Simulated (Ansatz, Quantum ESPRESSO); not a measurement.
## Os (001), hcp: biaxial strain and the free axis

A thin film takes the in-plane lattice of its substrate and is free along the normal. How do the free axis and the stress follow the misfit? The strained cell has c along the film normal; unstrained it is a = 2.7263 Å, b = 2.7263 Å, c = 4.3110 Å, α = 90.00°, β = 90.00°, γ = 120.00°, with 2 atoms.

Calculated with Quantum ESPRESSO 7.5, PBEsol, GBRV 1.5 ultrasoft potentials, cutoff 680 eV, Fermi–Dirac smearing 0.05 eV, k-mesh 18×18×10, no spin polarisation, no spin-orbit coupling.

Relaxed positions at 0 %:

```
atom       x       y       z
  Os  0.3333  0.6667  0.7500
  Os  0.6667  0.3333  0.2500
```

| ε∥ (%) | a (Å) | c (Å) | ε⊥ (%) | σ (GPa, tension positive) |
| --- | --- | --- | --- | --- |
| −3 | 2.6445 | 4.3792 | 1.581 | −33.08 |
| −2 | 2.6718 | 4.3575 | 1.079 | −20.51 |
| −1 | 2.6991 | 4.3350 | 0.557 | −9.51 |
| 0 | 2.7263 | 4.3110 | 0.000 | −0.01 |
| 2 | 2.7809 | 4.2606 | −1.169 | 15.45 |
| 3 | 2.8081 | 4.2370 | −1.717 | 22.03 |

**Question.** Fit both responses and give the free strain and the stress at +1 %, a row left out above.

Least squares with y = y0 + y1 ε + y2 ε² (ε in %) gives ε⊥ = −0.002 + (−0.5540) ε + (−0.0079) ε² and σ = 0.05 + (9.118) ε + (−0.623) ε² GPa. The linear terms put the ratio of free to applied strain at −0.554 and the biaxial modulus at 912 GPa.

At +1 % the free strain comes out as −0.564 %. The run itself gives −0.583 %, so the estimate misses by 0.019 %; the fitted rows themselves lie up to 0.028 % off the law.

The stress comes out as 8.55 GPa. The run itself gives 8.22 GPa, so the estimate misses by 0.33 GPa; the fitted rows themselves lie up to 0.35 GPa off the law.

With c as the unique axis, zero normal stress gives ε⊥/ε∥ = −2C13/C33 for relaxed atoms, so 2C13/C33 is about 0.55.

The negative ε² term means that the crystal stiffens in compression and softens in tension.

The same fit over all rows at other levels or in other programs gives the strain ratio = −0.554 with PBEsol (Ansatz).

[Logs are printed without paths, hosts, clocks, repeated set-up lines and the standing remarks that a program may print on its own settings, such as how far it seeks lower states.]
